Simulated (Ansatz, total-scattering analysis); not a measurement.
# Isotope substitution on H in water and dimethyl sulfoxide

Two samples of water and dimethyl sulfoxide (18 H2O and 5 DMSO; C 9.6, S 4.8, O 22.1, H 63.5 atom %; 320 K, fixed volume (mean pressure 0.8 GPa); ρ₀ = 0.0955 Å⁻³) differ only in the isotope of H: D (b = 6.6681 fm) and H (b = -3.7395 fm). Other lengths: C 6.6472, S 2.847, O 5.8037 fm. The data are simulated by ab initio molecular dynamics with Ansatz (PBE, plane waves, PAW default files, Langevin thermostat, no spin, fixed volume, H with the mass of D). The average runs over 0.63 ps of 104 atoms, so shells between rare elements are rough. Mean temperature 325 K, largest m.s.d. 0.52 Å², energy drift -4 meV an atom (last third less first, no steady trend), Langevin friction 10 ps⁻¹; the first quarter of the run is discarded. Start: last frame of a classical run of this cell at the same density and temperature. So short a stretch relaxes bonds and nearest shells but still remembers its start. It is a liquid that moves slowly on the time of the run as far as so short a run tells. The partials come from the cell's reciprocal vectors below 4 Å⁻¹ and from g(r) above; absorption, incoherent and inelastic scattering are left out. F(Q) = Σ ci cj bi bj (Sij − 1), in barn per steradian and atom:

```
Q (Å⁻¹)      2H      1H  difference
    0.9  -0.326  -0.176      -0.150
    1.2  -0.204  -0.163      -0.042
    1.5  -0.069  -0.144       0.076
    1.8   0.318  -0.145       0.463
    2.1   0.232  -0.144       0.376
    2.4   0.115  -0.123       0.238
    2.7  -0.029  -0.060       0.032
    3.0  -0.050   0.019      -0.069
    3.3  -0.060   0.055      -0.115
    3.6  -0.073   0.045      -0.118
    3.9  -0.096   0.031      -0.128
    4.2  -0.089   0.043      -0.132
    4.5  -0.060   0.052      -0.112
    4.8  -0.041   0.063      -0.103
    5.1  -0.040   0.067      -0.108
    5.4  -0.041   0.056      -0.097
    5.7  -0.036   0.026      -0.062
    6.0  -0.033  -0.008      -0.025
    6.3  -0.028  -0.031       0.003
    6.6  -0.004  -0.039       0.035
    6.9   0.035  -0.036       0.071
    7.2   0.065  -0.029       0.094
    7.5   0.075  -0.024       0.099
    7.8   0.072  -0.022       0.095
    8.1   0.063  -0.024       0.087
    8.4   0.049  -0.022       0.071
    8.7   0.029  -0.015       0.044
    9.0   0.007  -0.003       0.011
    9.3  -0.015   0.007      -0.022
    9.6  -0.034   0.016      -0.049
    9.9  -0.045   0.023      -0.067
   10.2  -0.047   0.024      -0.072
   10.5  -0.044   0.019      -0.063
   10.8  -0.036   0.013      -0.048
```

The first difference in real space, ΔG(r), in barn (from the pair functions, so without the broadening of a finite Q range):

```csv
r (Å),first difference G(r)
0.50,-0.393
0.58,-0.393
0.66,-0.393
0.74,-0.393
0.82,-0.393
0.90,-0.288
0.98,3.842
1.06,1.877
1.14,1.088
1.22,-0.374
1.30,-0.393
1.38,-0.390
1.46,-0.322
1.54,-0.131
1.62,-0.149
1.70,-0.134
1.78,0.081
1.86,0.006
1.94,-0.202
2.02,-0.265
2.10,-0.269
2.18,-0.242
2.26,-0.216
2.34,-0.138
2.42,-0.087
2.50,-0.131
2.58,-0.159
2.66,-0.134
2.74,-0.084
2.82,-0.031
2.90,0.020
2.98,0.012
3.06,0.032
3.14,0.040
3.22,0.043
3.30,0.040
3.38,0.038
3.46,0.045
3.54,0.049
```

**Question.** Which pairs survive in the difference, and what is the first shell of H?

Pairs without H cancel. ΔG(r) = Σ W [g(r) − 1] with W = 2 c(H) c(j) b(j) Δb, and c(H)² (b₁² − b₂²) for H–H: H–C 0.0844, H–S 0.0181, H–O 0.1696, H–H 0.1227 barn. At small r, ΔG → −ΣW = -0.395; in this finite cell the H–H term carries (N − 1)/N with N = 66 atoms of H, which gives -0.393.

The first feature holds O–H (0.99 Å, 0.5 neighbours by the coordinates) and C–H (1.10 Å, 0.5 neighbours by the coordinates) together, so its area gives only their weighted sum.

Shells of H from the coordinates: O–H at 0.99 Å, 0.5 neighbours to 1.26 Å; C–H at 1.10 Å, 0.5 neighbours to 1.40 Å; H–H at 1.56 Å, 1.6 neighbours to 2.04 Å; S–H at 2.39 Å, 0.5 neighbours to 2.70 Å, a soft count (first peaks with a usable minimum only). Counts average over all H, whatever molecule they sit on, and second peaks of a pair (H two bonds away, hydrogen bonds) add features between 1.5 and 2.5 Å that aren't listed. The structure is taken to be the same for both isotopes, which holds least well for H and D.

[Logs are printed without paths, hosts, clocks, repeated set-up lines and the standing remarks that a program may print on its own settings, such as how far it seeks lower states.]
